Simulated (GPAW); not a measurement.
# 1T-HfO2 monolayer: work function by functional and basis

Wanted: work functions and dipole of 1T-HfO2 monolayer, with the cost of each level. Where a layer proves gapped, the work function hangs on where the smearing puts the Fermi level, and the band edges take its place.

Program: GPAW 26.7.0. Level of theory: GPAW, PAW setups; layer in a repeated cell with vacuum, relaxation of atoms and in-plane cell, in the first sound run; inputs show where later runs differ. Results are calculated unless marked as measured.

## 1. The starting structure

The cell holds 3 atoms: 2 O and 1 Hf. Its edges and angles: a = 3.240 Å, b = 3.240 Å, c = 16.519 Å, α = 90.0°, β = 90.0°, γ = 120.0°. Vacuum lies along c.

## 2. Relaxing the atoms

Forces are removed first; all later runs use this geometry.

The input, run.py:

```python
import json
import numpy as np
from ase import Atoms
from ase.filters import FrechetCellFilter
from ase.optimize import BFGS
from gpaw import GPAW, PW

slab = Atoms(
    ['O', 'Hf', 'O'],
    positions=[
        [1.62000, 0.93531, 7.00000],
        [0.00000, 0.00000, 8.25930],
        [-0.00000, 1.87061, 9.51859]],
    cell=[[3.24, 0.0, 0.0], [-1.62, 2.80592, 0.0], [0.0, 0.0, 16.5186]],
    pbc=[True, True, True])

slab.calc = GPAW(mode=PW(600), xc='PBE', kpts={'size': (12, 12, 1), 'gamma': True},
                 occupations={'name': 'fermi-dirac', 'width': 0.05}, nbands='160%',
                 convergence={'density': 1e-05}, maxiter=200,
                 symmetry={'tolerance': 1e-3}, txt='slab.txt')
result = {}
# The in-plane cell is free; stress needs a cell that repeats along all three vectors
path = []
opt = BFGS(FrechetCellFilter(slab, mask=[1, 1, 0, 0, 0, 1]), maxstep=0.2)
opt.attach(lambda: path.append((slab.get_potential_energy(), slab.positions.tolist(), slab.get_forces().tolist())))
result['relaxed'] = bool(opt.run(fmax=0.02, steps=45))
result['path'] = path
result['cell'] = slab.cell.tolist()
print('in-plane lattice', slab.cell.cellpar().round(4)[[0, 1, 5]])
energy = slab.get_potential_energy()
fermi = slab.calc.get_fermi_level()
v = slab.calc.get_electrostatic_potential().mean((0, 1)) - fermi
n = slab.calc.get_pseudo_density().mean((0, 1))
L = slab.cell[2, 2]
z = np.arange(len(v)) * L / len(v)
low, high = slab.positions[:, 2].min(), slab.positions[:, 2].max()
below, above = np.interp([low - 4.8, high + 4.8], z, v)
slopes = [np.interp(x, z, np.gradient(v, z)) for x in (low - 4.8, high + 4.8)]
eps = np.array([[slab.calc.get_eigenvalues(k, s) for k in range(len(slab.calc.get_ibz_k_points()))]
                for s in range(slab.calc.get_number_of_spins())]) - fermi
top, bottom = eps[eps < 0].max(), eps[eps > 0].min()
dipole = slab.get_dipole_moment()[2]
print(f'energy {energy:.4f} eV, Fermi level {fermi:.4f} eV, dipole {dipole:.5f} e A')
print(f'potential 4.8 A off the faces, from the Fermi level: lower {below:.4f} eV, upper {above:.4f} eV')
print(f'slope of the potential there: lower {slopes[0]:.5f}, upper {slopes[1]:.5f} eV/A')
print(f'nearest levels on the mesh: {top:.4f} and {bottom:.4f} eV')
print('magnetic moment', round(slab.get_magnetic_moment(), 3))
result.update(energy=energy, fermi=fermi, dipole=dipole, below=below, above=above, slopes=slopes, edges=[top, bottom],
              z=z.tolist(), v=v.tolist(), n=n.tolist(), positions=slab.positions.tolist(),
              forces=slab.get_forces(apply_constraint=False).tolist(), moments=slab.get_magnetic_moments().tolist())
json.dump(result, open('result.json', 'w'))
```

Launch:

```bash
OMP_NUM_THREADS=1 OPENBLAS_NUM_THREADS=1 python run.py
```

Output:

```text
Step          Energy          fmax
BFGS:    0      -26.290672        4.058300
BFGS:    1      -26.771395        3.276063
BFGS:    2      -27.327077        1.436960
BFGS:    3      -27.409120        0.510309
BFGS:    4      -27.431057        0.464190
BFGS:    5      -27.498863        0.052890
BFGS:    6      -27.502258        0.005893
in-plane lattice [  3.2212   3.2212 120.    ]
energy -27.5023 eV, Fermi level -2.2951 eV, dipole -0.00012 e A
potential 4.8 A off the faces, from the Fermi level: lower 5.6806 eV, upper 5.6810 eV
slope of the potential there: lower -0.00048, upper 0.00034 eV/A
nearest levels on the mesh: -2.3082 and 2.4932 eV
magnetic moment 0.0
```

Elapsed: 2.9 min, on 1 thread of Arm Neoverse V2, shared host; peak memory 0.3 GiB.

Numbers from this step:

```
dipole along the normal                    : -1.20e-4 e·Å
levels nearest the Fermi level on the mesh : -2.308, 2.493 eV from the Fermi level
```

Electrostatic potential energy of an electron (without an applied field's), less the Fermi level, planar mean against z:

| z (Å) | electrostatic potential energy of an electron (without an applied field's), less the Fermi level, planar mean (eV) |
| --- | --- |
| 0.0 | 5.68 |
| 0.5 | 5.68 |
| 1.0 | 5.68 |
| 1.5 | 5.68 |
| 2.0 | 5.68 |
| 2.5 | 5.68 |
| 3.0 | 5.68 |
| 3.5 | 5.68 |
| 4.0 | 5.68 |
| 4.5 | 5.68 |
| 5.0 | 5.67 |
| 5.5 | 5.63 |
| 6.0 | 5.40 |
| 6.5 | 4.00 |
| 7.0 | -4.29 |
| 7.5 | -12.1 |
| 8.0 | -19.5 |
| 8.5 | -19.9 |
| 9.0 | -12.1 |
| 9.5 | -4.88 |
| 10.0 | 3.89 |
| 10.5 | 5.38 |
| 11.0 | 5.63 |
| 11.5 | 5.67 |
| 12.0 | 5.68 |
| 12.5 | 5.68 |
| 13.0 | 5.68 |
| 13.5 | 5.68 |
| 14.0 | 5.68 |
| 14.5 | 5.68 |
| 15.0 | 5.68 |
| 15.5 | 5.68 |
| 16.0 | 5.68 |

The pseudo valence density, planar mean oscillates, so the rows of the table below give means over windows of 0.5 Å about each position, cut where the curve ends. Its maxima inside the range that stand out by 2 % of the span (Å: e/Å³): 7.40: 0.895, 8.26: 1.21, 9.12: 0.895. Its minima: 7.74: 0.805, 8.78: 0.805.

Table of pseudo valence density, planar mean by z; means over each step:

| z (Å) | pseudo valence density, planar mean (e/Å³) |
| --- | --- |
| 4.0 | 2.3e-5 |
| 4.5 | 1.3e-4 |
| 5.0 | 7.0e-4 |
| 5.5 | 0.00399 |
| 6.0 | 0.0239 |
| 6.5 | 0.149 |
| 7.0 | 0.610 |
| 7.5 | 0.853 |
| 8.0 | 1.01 |
| 8.5 | 1.02 |
| 9.0 | 0.852 |
| 9.5 | 0.629 |
| 10.0 | 0.160 |
| 10.5 | 0.0257 |
| 11.0 | 0.00426 |
| 11.5 | 7.5e-4 |
| 12.0 | 1.3e-4 |
| 12.5 | 2.5e-5 |

The relaxation lowered the energy of the cell by 1.21 eV (energies extrapolated to zero smearing; the optimiser's log prints free energies). The largest force left on a free atom is 0.0032 eV/Å.

## 3. Plane waves, PBE

The work function is the vacuum plateau of the electrostatic potential less the Fermi level; a dipole layer lets the two faces have plateaus of their own.

This step: GPAW, PAW setups; slab in vacuum (GPAW 26.7.0).

The cell differs from the one that the last finished run ended in (c 16.519 → 15.978 Å).

run.py: that of step 2 with these lines changed.

```diff
@@ -3,4 +3,2 @@
 from ase import Atoms
-from ase.filters import FrechetCellFilter
-from ase.optimize import BFGS
 from gpaw import GPAW, PW
@@ -10,21 +8,14 @@
     positions=[
-        [1.62000, 0.93531, 7.00000],
-        [0.00000, 0.00000, 8.25930],
-        [-0.00000, 1.87061, 9.51859]],
-    cell=[[3.24, 0.0, 0.0], [-1.62, 2.80592, 0.0], [0.0, 0.0, 16.5186]],
-    pbc=[True, True, True])
+        [1.61060, 0.92988, 7.00000],
+        [0.00000, 0.00000, 7.98915],
+        [-0.00000, 1.85975, 8.97829]],
+    cell=[[3.22119, 0.0, 0.0], [-1.6106, 2.78963, 0.0], [0.0, 0.0, 15.9783]],
+    pbc=[True, True, False])
 
-slab.calc = GPAW(mode=PW(600), xc='PBE', kpts={'size': (12, 12, 1), 'gamma': True},
+slab.calc = GPAW(mode=PW(500), xc='PBE', kpts={'size': (12, 12, 1), 'gamma': True},
                  occupations={'name': 'fermi-dirac', 'width': 0.05}, nbands='160%',
                  convergence={'density': 1e-05}, maxiter=200,
+                 poissonsolver={'dipolelayer': 'xy'},
                  symmetry={'tolerance': 1e-3}, txt='slab.txt')
 result = {}
-# The in-plane cell is free; stress needs a cell that repeats along all three vectors
-path = []
-opt = BFGS(FrechetCellFilter(slab, mask=[1, 1, 0, 0, 0, 1]), maxstep=0.2)
-opt.attach(lambda: path.append((slab.get_potential_energy(), slab.positions.tolist(), slab.get_forces().tolist())))
-result['relaxed'] = bool(opt.run(fmax=0.02, steps=45))
-result['path'] = path
-result['cell'] = slab.cell.tolist()
-print('in-plane lattice', slab.cell.cellpar().round(4)[[0, 1, 5]])
 energy = slab.get_potential_energy()
```

Output:

```text
energy -26.8170 eV, Fermi level -3.4134 eV, dipole -0.00012 e A
potential 4.8 A off the faces, from the Fermi level: lower 6.9155 eV, upper 6.9166 eV
slope of the potential there: lower -0.00154, upper 0.00154 eV/A
nearest levels on the mesh: -1.0679 and 3.7273 eV
magnetic moment 0.0
```

Elapsed: 27 s, on 1 thread; peak memory 0.2 GiB.

This step gave:

```
levels nearest the Fermi level on the mesh : -1.068, 3.727 eV from the Fermi level
upper work function                        : 6.917 eV
lower work function                        : 6.915 eV
upper ionisation energy                    : 7.985 eV
```

The electrostatic potential energy of an electron (without an applied field's), less the Fermi level, planar mean by z:

z (Å), electrostatic potential energy of an electron (without an applied field's), less the Fermi level, planar mean (eV) and a bar from the least value:
```
      0.0        6.9 ##############################
      0.5        6.9 ##############################
      1.0        6.9 ##############################
      1.5        6.9 ##############################
      2.0        6.9 ##############################
      2.5        6.9 ##############################
      3.0        6.9 ##############################
      3.5        6.9 ##############################
      4.0        6.9 ##############################
      4.5        6.9 ##############################
      5.0        6.9 ##############################
      5.5        6.8 ##############################
      6.0        6.2 #############################
      6.5        2.4 #########################
      7.0      -10.5 ############
      7.5      -13.0 #########
      8.0      -21.6 
      8.5      -12.6 #########
      9.0      -10.1 ############
      9.5        2.8 ##########################
     10.0        6.2 #############################
     10.5        6.8 ##############################
     11.0        6.9 ##############################
     11.5        6.9 ##############################
     12.0        6.9 ##############################
     12.5        6.9 ##############################
     13.0        6.9 ##############################
     13.5        6.9 ##############################
     14.0        6.9 ##############################
     14.5        6.9 ##############################
     15.0        6.9 ##############################
     15.5        6.9 ##############################
```

The pseudo valence density, planar mean oscillates, so the rows of the table below give means over windows of 1 Å about each position, cut where the curve ends. Its maxima inside the range that stand out by 2 % of the span (Å: e/Å³): 7.0: 0.904, 8.0: 1.21, 8.9: 0.904. Its minima: 7.4: 0.802, 8.6: 0.802.

The pseudo valence density, planar mean by z; means over each step:

| z (Å) | pseudo valence density, planar mean (e/Å³) |
| --- | --- |
| 4 | 8.3e-5 |
| 5 | 0.00246 |
| 6 | 0.0935 |
| 7 | 0.742 |
| 8 | 1.01 |
| 9 | 0.733 |
| 10 | 0.0847 |
| 11 | 0.00232 |
| 12 | 7.8e-5 |

Force by atom:

| atom | x (eV/Å) | y (eV/Å) | z (eV/Å) | size |
| --- | --- | --- | --- | --- |
| O1 | 0.0000 | 0.0000 | 0.0835 | 0.0835 |
| Hf2 | 0.0000 | 0.0000 | 0.0000 | 0.0000 |
| O3 | 0.0000 | 0.0000 | -0.0835 | 0.0835 |

The layer is gapped, so the Fermi level lies somewhere inside the gap, set by smearing and numerics, and these work functions are no property of the material; the band edges below the vacuum level are. The potential is flat to 0.002 eV/Å where it is read, so the vacuum is wide enough.

## 4. Self-consistent run: xc = "LDA"

The same geometry under LDA, to see how far the functional moves the levels against the vacuum.

run.py: that of step 3 with these lines changed.

```diff
@@ -14,3 +14,3 @@
 
-slab.calc = GPAW(mode=PW(500), xc='PBE', kpts={'size': (12, 12, 1), 'gamma': True},
+slab.calc = GPAW(mode=PW(500), xc='LDA', kpts={'size': (12, 12, 1), 'gamma': True},
                  occupations={'name': 'fermi-dirac', 'width': 0.05}, nbands='160%',
```

Output:

```text
energy -29.2377 eV, Fermi level -3.7777 eV, dipole -0.00012 e A
potential 4.8 A off the faces, from the Fermi level: lower 7.2748 eV, upper 7.2759 eV
slope of the potential there: lower -0.00154, upper 0.00154 eV/A
nearest levels on the mesh: -1.0679 and 3.5733 eV
magnetic moment 0.0
```

The job ended after 27 s (1 thread; peak memory 0.19 GiB).

Numbers from this step:

| Quantity | Value |
| --- | --- |
| levels nearest the Fermi level on the mesh | -1.068, 3.573 eV from the Fermi level |
| upper work function | 7.276 eV |
| lower work function | 7.275 eV |
| upper ionisation energy | 8.344 eV |

Electrostatic potential energy of an electron (without an applied field's), less the Fermi level, planar mean against z:

| z (Å) | electrostatic potential energy of an electron (without an applied field's), less the Fermi level, planar mean (eV) |
| --- | --- |
| 0.0 | 7.28 |
| 0.5 | 7.28 |
| 1.0 | 7.28 |
| 1.5 | 7.28 |
| 2.0 | 7.27 |
| 2.5 | 7.27 |
| 3.0 | 7.27 |
| 3.5 | 7.27 |
| 4.0 | 7.27 |
| 4.5 | 7.27 |
| 5.0 | 7.25 |
| 5.5 | 7.15 |
| 6.0 | 6.54 |
| 6.5 | 2.75 |
| 7.0 | -10.1 |
| 7.5 | -12.6 |
| 8.0 | -21.2 |
| 8.5 | -12.2 |
| 9.0 | -9.78 |
| 9.5 | 3.13 |
| 10.0 | 6.60 |
| 10.5 | 7.16 |
| 11.0 | 7.25 |
| 11.5 | 7.27 |
| 12.0 | 7.27 |
| 12.5 | 7.27 |
| 13.0 | 7.28 |
| 13.5 | 7.28 |
| 14.0 | 7.28 |
| 14.5 | 7.28 |
| 15.0 | 7.28 |
| 15.5 | 7.28 |

The pseudo valence density, planar mean by z:

| z (Å) | pseudo valence density, planar mean (e/Å³) |
| --- | --- |
| 0.00 | 0 |
| 0.57 | 0 |
| 1.14 | 0 |
| 1.71 | 0 |
| 2.09 | 0 |
| 2.66 | 1.5e-6 |
| 3.23 | 4.1e-6 |
| 3.80 | 2.3e-5 |
| 4.38 | 1.6e-4 |
| 4.95 | 0.00118 |
| 5.52 | 0.00906 |
| 5.90 | 0.0357 |
| 6.47 | 0.290 |
| 7.04 | 0.904 |
| 7.61 | 0.881 |
| 8.18 | 1.09 |
| 8.75 | 0.856 |
| 9.32 | 0.526 |
| 9.89 | 0.0729 |
| 10.27 | 0.0179 |
| 10.84 | 0.00232 |
| 11.41 | 3.1e-4 |
| 11.98 | 4.6e-5 |
| 12.55 | 8.1e-6 |
| 13.12 | 2.2e-6 |
| 13.70 | 1.3e-6 |
| 14.08 | 0 |
| 14.65 | 0 |
| 15.22 | 0 |
| 15.79 | 0 |

Force by atom:

| atom | x (eV/Å) | y (eV/Å) | z (eV/Å) | size |
| --- | --- | --- | --- | --- |
| O1 | 0.000 | 0.000 | 0.902 | 0.902 |
| Hf2 | 0.000 | 0.000 | 0.000 | 0.000 |
| O3 | 0.000 | 0.000 | -0.902 | 0.902 |

The highest filled level lies 1.07 eV under the Fermi level, so the ionisation energy from the upper face is 7.276 + 1.07 = 8.344 eV, against 7.985 eV in the base run.

## 5. Self-consistent run: xc = "revPBE"

The same geometry under revPBE, to see how far the functional moves the levels against the vacuum.

run.py: that of step 4 with these lines changed.

```diff
@@ -14,3 +14,3 @@
 
-slab.calc = GPAW(mode=PW(500), xc='LDA', kpts={'size': (12, 12, 1), 'gamma': True},
+slab.calc = GPAW(mode=PW(500), xc='revPBE', kpts={'size': (12, 12, 1), 'gamma': True},
                  occupations={'name': 'fermi-dirac', 'width': 0.05}, nbands='160%',
```

Output:

```text
energy -25.8471 eV, Fermi level -3.2703 eV, dipole -0.00012 e A
potential 4.8 A off the faces, from the Fermi level: lower 6.7647 eV, upper 6.7659 eV
slope of the potential there: lower -0.00154, upper 0.00154 eV/A
nearest levels on the mesh: -1.0821 and 3.7661 eV
magnetic moment 0.0
```

The job ended after 27 s (1 thread; peak memory 0.2 GiB).

Numbers from this step:

| Property | Result |
| --- | --- |
| levels nearest the Fermi level on the mesh | -1.082, 3.766 eV from the Fermi level |
| upper work function | 6.766 eV |
| lower work function | 6.765 eV |
| upper ionisation energy | 7.848 eV |

The highest filled level lies 1.08 eV under the Fermi level, so the ionisation energy from the upper face is 6.766 + 1.08 = 7.848 eV, against 7.985 eV in the base run.

## 6. Self-consistent run: xc = "vdW-DF2"

The same geometry under vdW-DF2, to see how far the functional moves the levels against the vacuum (the van der Waals functionals take revPBE setups).

run.py: that of step 5 with these lines changed.

```diff
@@ -14,3 +14,3 @@
 
-slab.calc = GPAW(mode=PW(500), xc='revPBE', kpts={'size': (12, 12, 1), 'gamma': True},
+slab.calc = GPAW(mode=PW(500), xc='vdW-DF2', kpts={'size': (12, 12, 1), 'gamma': True},
                  occupations={'name': 'fermi-dirac', 'width': 0.05}, nbands='160%',
```

Output:

```text
energy -193.9239 eV, Fermi level -3.5254 eV, dipole -0.00012 e A
potential 4.8 A off the faces, from the Fermi level: lower 7.1315 eV, upper 7.1326 eV
slope of the potential there: lower -0.00156, upper 0.00156 eV/A
nearest levels on the mesh: -1.3611 and 3.4509 eV
magnetic moment 0.0
```

Run time: 35 s. Hardware: 1 thread; peak memory 0.34 GiB.

Numbers from this step:

* levels nearest the Fermi level on the mesh: -1.361, 3.451 eV from the Fermi level
* upper work function: 7.133 eV
* lower work function: 7.131 eV
* upper ionisation energy: 8.494 eV

The highest filled level lies 1.36 eV under the Fermi level, so the ionisation energy from the upper face is 7.133 + 1.36 = 8.494 eV, against 7.985 eV in the base run.

## 7. OptPBE vdW: xc = "optPBE-vdW"

The same geometry under optPBE-vdW, to see how far the functional moves the levels against the vacuum (the van der Waals functionals take revPBE setups).

run.py: that of step 6 with these lines changed.

```diff
@@ -14,3 +14,3 @@
 
-slab.calc = GPAW(mode=PW(500), xc='vdW-DF2', kpts={'size': (12, 12, 1), 'gamma': True},
+slab.calc = GPAW(mode=PW(500), xc='optPBE-vdW', kpts={'size': (12, 12, 1), 'gamma': True},
                  occupations={'name': 'fermi-dirac', 'width': 0.05}, nbands='160%',
```

Output:

```text
energy -48.5072 eV, Fermi level -3.5889 eV, dipole -0.00012 e A
potential 4.8 A off the faces, from the Fermi level: lower 7.1322 eV, upper 7.1333 eV
slope of the potential there: lower -0.00158, upper 0.00158 eV/A
nearest levels on the mesh: -1.1090 and 3.7180 eV
magnetic moment 0.0
```

Wall time 35 s (1 thread); peak memory 0.34 GiB.

This step gave:

| Quantity | Value |
| --- | --- |
| levels nearest the Fermi level on the mesh | -1.109, 3.718 eV from the Fermi level |
| lower work function | 7.132 eV |
| upper ionisation energy | 8.242 eV |

Electrostatic potential energy of an electron (without an applied field's), less the Fermi level, planar mean against z:

| z (Å) | electrostatic potential energy of an electron (without an applied field's), less the Fermi level, planar mean (eV) |
| --- | --- |
| 0.0 | 7.13 |
| 0.5 | 7.13 |
| 1.0 | 7.13 |
| 1.5 | 7.13 |
| 2.0 | 7.13 |
| 2.5 | 7.13 |
| 3.0 | 7.13 |
| 3.5 | 7.13 |
| 4.0 | 7.13 |
| 4.5 | 7.12 |
| 5.0 | 7.10 |
| 5.5 | 6.98 |
| 6.0 | 6.35 |
| 6.5 | 2.53 |
| 7.0 | -10.4 |
| 7.5 | -13.0 |
| 8.0 | -21.6 |
| 8.5 | -12.6 |
| 9.0 | -10.1 |
| 9.5 | 2.90 |
| 10.0 | 6.40 |
| 10.5 | 6.99 |
| 11.0 | 7.10 |
| 11.5 | 7.13 |
| 12.0 | 7.13 |
| 12.5 | 7.13 |
| 13.0 | 7.13 |
| 13.5 | 7.13 |
| 14.0 | 7.13 |
| 14.5 | 7.13 |
| 15.0 | 7.13 |
| 15.5 | 7.13 |

The highest filled level lies 1.11 eV under the Fermi level, so the ionisation energy from the upper face is 7.133 + 1.11 = 8.242 eV, against 7.985 eV in the base run.

## 8. Self-consistent run: xc = "RPBE"

The same geometry under RPBE, to see how far the functional moves the levels against the vacuum.

run.py: that of step 7 with these lines changed.

```diff
@@ -14,3 +14,3 @@
 
-slab.calc = GPAW(mode=PW(500), xc='optPBE-vdW', kpts={'size': (12, 12, 1), 'gamma': True},
+slab.calc = GPAW(mode=PW(500), xc='RPBE', kpts={'size': (12, 12, 1), 'gamma': True},
                  occupations={'name': 'fermi-dirac', 'width': 0.05}, nbands='160%',
```

Output:

```text
energy -25.6974 eV, Fermi level -3.2217 eV, dipole -0.00012 e A
potential 4.8 A off the faces, from the Fermi level: lower 6.7226 eV, upper 6.7237 eV
slope of the potential there: lower -0.00153, upper 0.00153 eV/A
nearest levels on the mesh: -1.1139 and 3.7528 eV
magnetic moment 0.0
```

Run time: 28 s. Hardware: 1 thread; peak memory 0.2 GiB.

Numbers from this step:

```yaml
levels_nearest_the_fermi_level_on_the_mesh: -1.114, 3.753 eV from the Fermi level
upper_work_function: 6.724 eV
lower_work_function: 6.723 eV
upper_ionisation_energy: 7.838 eV
```

The highest filled level lies 1.11 eV under the Fermi level, so the ionisation energy from the upper face is 6.724 + 1.11 = 7.838 eV, against 7.985 eV in the base run.

(Part 1 of 2 ends here.)

[Logs are printed without paths, hosts, clocks, repeated set-up lines and the standing remarks that a program may print on its own settings, such as how far it seeks lower states.]

[Hosts, paths, dates, database ids (printed as entryN), source tags and the programs' standing remarks are cut or masked in the printed files.]
